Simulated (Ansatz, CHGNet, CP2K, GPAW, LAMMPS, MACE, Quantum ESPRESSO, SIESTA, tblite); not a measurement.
**Aqueous Li+ and I-, 1.5 mol of salt per kg of water at 360 K (110 atoms): forces by two methods**

36 H2O, 1 Li+, 1 I- placed at random, at 1.14 g/cm³; overlaps pushed apart, then 10 ps at 420 K with Joung-Cheatham ions (J. Phys. Chem. B 112, 9020 (2008)); SPC/E water (Berendsen, Grigera and Straatsma, J. Phys. Chem. 91, 6269 (1987)). Snapshot after 20 ps at 360 K and fixed volume.

Two calculations on one geometry. First: Kohn-Sham DFT, PBE, SSSP efficiency 1.3.0 pseudopotentials, plane waves; sssp-1.3.0-efficiency; 60/480 Ry; levels smeared at 580 K (Quantum ESPRESSO 7.5; Γ point). Second: Kohn-Sham DFT, PBE, PAW, plane waves (Ansatz 0.2.0; cutoff 420 eV, Γ point, fermi-dirac smearing of 0.05 eV; PAW set soft_2).

Cell vectors (Å):

```
10.442 0.000 0.000
0.000 10.442 0.000
0.000 0.000 10.442
```

Atom, position (Å) and force of the first calculation (eV/Å):

```
1 O 4.429 0.328 0.520 -0.124 -0.268 0.286
2 H 4.018 0.346 1.432 0.147 0.194 -0.456
3 H 4.751 1.245 0.282 -0.334 -0.613 0.189
4 O 1.914 0.552 5.846 -0.315 -0.414 -0.154
5 H 2.652 0.253 6.452 -0.151 0.490 -0.177
6 H 1.675 1.500 6.055 0.438 -0.435 -0.043
7 O 5.085 1.650 5.281 -0.252 0.815 0.392
8 H 5.489 0.735 5.276 -0.534 0.270 0.235
9 H 4.401 1.709 6.008 1.124 -0.732 -0.608
10 O 7.566 7.558 6.061 -0.271 -0.586 -0.479
11 H 7.509 6.918 6.828 -0.115 0.570 -0.895
12 H 7.323 7.086 5.214 0.384 0.178 1.257
13 O 7.383 6.644 8.932 0.031 0.116 -0.142
14 H 7.329 7.583 9.270 0.207 -1.023 -0.248
15 H 8.341 6.363 8.880 -0.024 1.043 -0.069
16 O 1.446 0.597 9.543 -0.505 -0.505 -0.123
17 H 2.084 10.276 9.648 -0.486 0.187 -0.088
18 H 0.603 0.269 9.116 1.054 0.320 0.458
19 O 7.424 3.982 9.890 0.042 0.301 -0.756
20 H 7.829 3.320 9.260 -0.167 0.659 0.205
21 H 7.516 4.903 9.511 -0.428 -0.792 0.377
22 O 4.910 5.891 7.041 0.313 0.427 0.408
23 H 5.517 5.123 6.838 0.057 0.587 0.229
24 H 5.387 6.548 7.626 -0.194 -1.134 -0.754
25 O 0.734 1.627 1.639 0.141 0.100 0.088
26 H 1.433 1.337 2.293 -0.141 0.153 -0.872
27 H 0.922 1.216 0.746 0.179 -0.066 0.715
28 O 9.876 1.145 4.302 0.124 -0.300 0.331
29 H 9.272 1.325 5.078 0.986 -0.416 -0.582
30 H 0.250 0.662 4.620 -0.977 0.603 0.118
31 O 9.087 9.997 0.975 -0.337 0.032 -0.233
32 H 9.566 9.201 1.346 0.236 0.226 -0.620
33 H 8.914 9.858 0.000 0.484 -0.433 1.125
34 O 6.748 3.921 6.031 0.294 0.170 0.061
35 H 7.565 3.622 6.525 -1.012 -0.287 -0.364
36 H 6.216 3.121 5.753 0.569 -0.089 0.431
37 O 2.138 6.525 0.870 1.054 -0.331 0.242
38 H 1.529 5.744 0.736 0.326 -0.262 0.049
39 H 2.966 6.225 1.344 -0.959 0.170 -0.505
40 O 8.650 9.173 8.921 0.405 -0.265 -0.934
41 H 8.917 8.368 8.391 -0.067 1.160 0.487
42 H 8.868 10.001 8.404 -0.124 -0.634 -0.142
43 O 10.155 6.535 8.409 -0.525 -0.556 0.185
44 H 0.342 5.765 8.515 -0.091 1.223 -0.291
45 H 0.180 7.287 7.944 0.224 -0.745 0.192
46 O 0.423 4.376 0.833 -0.486 0.113 -0.491
47 H 9.968 4.426 0.393 1.086 -0.475 0.811
48 H 0.618 3.428 1.085 -0.550 0.267 -0.166
49 O 1.230 8.423 7.229 0.003 0.659 -0.297
50 H 1.887 8.667 7.943 -0.327 -0.043 -0.461
51 H 0.939 9.250 6.748 0.617 -0.435 0.642
52 O 5.156 2.722 0.234 0.396 0.580 0.177
53 H 5.380 2.554 1.194 -0.114 0.996 -0.193
54 H 5.752 3.439 10.315 0.290 -0.548 0.303
55 O 8.517 4.752 3.579 -0.288 -0.050 0.403
56 H 8.177 4.488 4.482 0.420 0.231 -0.983
57 H 9.513 4.667 3.560 -0.412 -0.088 0.638
58 O 3.180 2.640 8.858 -0.597 0.029 0.084
59 H 2.391 2.167 9.249 0.747 0.351 0.021
60 H 3.906 2.700 9.543 -0.767 -0.163 -0.153
61 O 5.064 3.181 2.900 -0.413 -0.173 0.550
62 H 5.346 3.092 3.855 -0.365 -0.080 -1.190
63 H 4.858 4.139 2.701 0.639 -0.065 0.348
64 O 5.855 9.660 9.110 0.486 -0.044 -0.288
65 H 6.696 10.198 9.065 -1.195 -0.768 0.125
66 H 5.280 10.002 9.854 0.556 0.261 0.420
67 O 3.208 1.017 2.898 0.007 -0.482 0.350
68 H 3.377 0.566 3.774 -0.136 1.067 -0.863
69 H 3.724 1.873 2.858 0.099 -0.384 0.651
70 O 2.976 8.590 9.504 0.451 -0.047 0.197
71 H 2.617 8.088 10.291 0.568 -0.125 -0.716
72 H 3.975 8.545 9.508 -1.336 -0.070 0.252
73 O 4.264 7.137 4.677 -0.564 -0.082 -0.451
74 H 3.355 6.927 4.317 0.356 0.378 0.796
75 H 4.430 6.596 5.501 -0.048 0.117 -0.200
76 O 7.323 0.402 2.978 -0.523 -0.266 0.104
77 H 6.685 0.115 2.264 0.765 0.150 1.329
78 H 7.015 0.051 3.862 -0.215 -0.018 -1.554
79 O 0.219 7.973 1.860 -0.542 0.317 0.764
80 H 0.931 7.453 1.390 -0.109 0.351 0.864
81 H 0.443 8.040 2.833 0.290 -0.247 -1.153
82 O 2.192 5.543 8.314 0.893 0.017 -0.170
83 H 2.579 6.254 7.726 -0.089 -1.175 0.962
84 H 2.930 5.079 8.804 -0.784 0.694 -0.937
85 O 5.183 5.816 2.433 -0.610 0.410 -0.409
86 H 4.772 6.508 3.027 1.015 -0.545 -0.095
87 H 6.026 6.176 2.035 -0.493 0.176 0.427
88 O 7.511 7.158 1.790 0.742 0.200 0.011
89 H 8.239 6.792 2.370 -0.634 0.543 -0.886
90 H 7.868 7.916 1.245 -0.154 -0.900 1.006
91 O 0.711 4.552 4.080 0.904 0.380 -0.904
92 H 0.993 4.098 4.926 0.293 -0.026 -0.388
93 H 1.375 4.354 3.359 -0.922 0.053 1.113
94 O 1.361 3.199 6.271 0.400 -0.076 0.401
95 H 1.954 3.340 7.064 -0.802 0.236 -0.485
96 H 0.427 3.021 6.581 0.602 0.061 0.407
97 O 8.221 2.726 1.738 -0.393 0.110 -0.520
98 H 7.540 2.899 1.027 1.187 0.196 1.162
99 H 8.202 3.470 2.406 -0.247 -0.137 -0.422
100 O 4.008 0.435 7.517 -0.712 -0.426 0.182
101 H 3.442 1.001 8.115 0.941 -0.152 -0.115
102 H 4.517 10.215 8.067 0.054 0.748 -0.337
103 O 5.811 9.485 4.777 -0.165 -0.003 0.705
104 H 6.399 8.982 5.410 -0.795 -0.065 -0.354
105 H 4.920 9.035 4.720 1.182 -0.240 0.264
106 O 1.578 7.490 4.296 -0.255 -0.260 0.560
107 H 1.737 7.879 5.203 -0.536 -0.651 -0.683
108 H 1.031 6.657 4.382 0.551 0.517 0.279
109 Li 9.187 1.087 2.334 -0.258 0.016 -0.115
110 I 9.141 1.869 7.672 -0.390 -0.027 0.146
```

**Question.** What forces does the second calculation give?

Atom and force (eV/Å):

```
1 -0.132 -0.256 0.295
2 0.162 0.207 -0.476
3 -0.347 -0.646 0.207
4 -0.309 -0.409 -0.152
5 -0.175 0.508 -0.186
6 0.453 -0.463 -0.037
7 -0.253 0.807 0.389
8 -0.552 0.291 0.248
9 1.139 -0.744 -0.619
10 -0.267 -0.585 -0.477
11 -0.118 0.572 -0.920
12 0.385 0.176 1.280
13 0.034 0.115 -0.141
14 0.223 -1.040 -0.254
15 -0.048 1.060 -0.062
16 -0.506 -0.510 -0.123
17 -0.510 0.198 -0.095
18 1.074 0.313 0.465
19 0.050 0.305 -0.760
20 -0.175 0.684 0.210
21 -0.423 -0.818 0.374
22 0.313 0.420 0.414
23 0.053 0.611 0.242
24 -0.192 -1.153 -0.767
25 0.143 0.097 0.088
26 -0.151 0.153 -0.895
27 0.185 -0.063 0.740
28 0.125 -0.299 0.333
29 1.006 -0.427 -0.589
30 -0.999 0.612 0.123
31 -0.336 0.024 -0.236
32 0.220 0.247 -0.643
33 0.495 -0.437 1.150
34 0.293 0.166 0.058
35 -1.033 -0.292 -0.375
36 0.591 -0.078 0.446
37 1.057 -0.343 0.237
38 0.353 -0.245 0.059
39 -0.977 0.163 -0.512
40 0.404 -0.265 -0.942
41 -0.068 1.184 0.487
42 -0.123 -0.661 -0.138
43 -0.517 -0.553 0.183
44 -0.099 1.245 -0.299
45 0.218 -0.773 0.206
46 -0.488 0.105 -0.487
47 1.100 -0.489 0.818
48 -0.565 0.286 -0.178
49 0.010 0.663 -0.299
50 -0.345 -0.035 -0.483
51 0.630 -0.443 0.661
52 0.405 0.592 0.185
53 -0.109 1.006 -0.219
54 0.281 -0.561 0.320
55 -0.283 -0.046 0.405
56 0.440 0.233 -0.997
57 -0.443 -0.091 0.648
58 -0.595 0.032 0.091
59 0.774 0.362 0.021
60 -0.798 -0.171 -0.166
61 -0.412 -0.166 0.552
62 -0.373 -0.063 -1.206
63 0.644 -0.093 0.367
64 0.486 -0.046 -0.279
65 -1.216 -0.768 0.136
66 0.587 0.257 0.392
67 0.007 -0.477 0.351
68 -0.130 1.084 -0.874
69 0.090 -0.407 0.664
70 0.452 -0.050 0.201
71 0.589 -0.116 -0.730
72 -1.355 -0.077 0.264
73 -0.567 -0.085 -0.446
74 0.377 0.373 0.815
75 -0.065 0.126 -0.226
76 -0.528 -0.267 0.107
77 0.768 0.149 1.350
78 -0.215 -0.015 -1.579
79 -0.531 0.307 0.764
80 -0.127 0.365 0.890
81 0.294 -0.255 -1.175
82 0.897 0.015 -0.170
83 -0.085 -1.190 0.977
84 -0.787 0.711 -0.950
85 -0.605 0.420 -0.411
86 1.032 -0.552 -0.110
87 -0.518 0.177 0.443
88 0.744 0.202 0.011
89 -0.638 0.560 -0.901
90 -0.148 -0.915 1.020
91 0.912 0.377 -0.896
92 0.294 -0.015 -0.420
93 -0.925 0.050 1.134
94 0.396 -0.076 0.408
95 -0.824 0.231 -0.493
96 0.629 0.067 0.410
97 -0.395 0.116 -0.519
98 1.196 0.201 1.182
99 -0.256 -0.151 -0.445
100 -0.705 -0.426 0.191
101 0.957 -0.175 -0.120
102 0.034 0.769 -0.339
103 -0.165 -0.011 0.701
104 -0.818 -0.062 -0.363
105 1.202 -0.238 0.276
106 -0.256 -0.260 0.560
107 -0.545 -0.670 -0.697
108 0.563 0.537 0.291
109 -0.254 0.015 -0.115
110 -0.390 -0.029 0.148
```

The two sets differ by 13.1 meV/Å r.m.s., 2.4 % of the r.m.s. force of the Ansatz run. With short bonds to hydrogen, sets of potentials differ among themselves by several per cent in forces even at converged cutoffs, so the reference isn't exact here either. The network of contacts between molecules at the start is that of the classical potential that made the cell, and needn't be the one that DFT or experiment would give. The electronic-structure runs sample only Γ, in a cell whose shortest periodic width is 10 Å.

[Logs are printed without paths, hosts, clocks, repeated set-up lines and the standing remarks that a program may print on its own settings, such as how far it seeks lower states.]

[Hosts, paths, dates, database ids (printed as entryN), source tags and the programs' standing remarks are cut or masked in the printed files.]
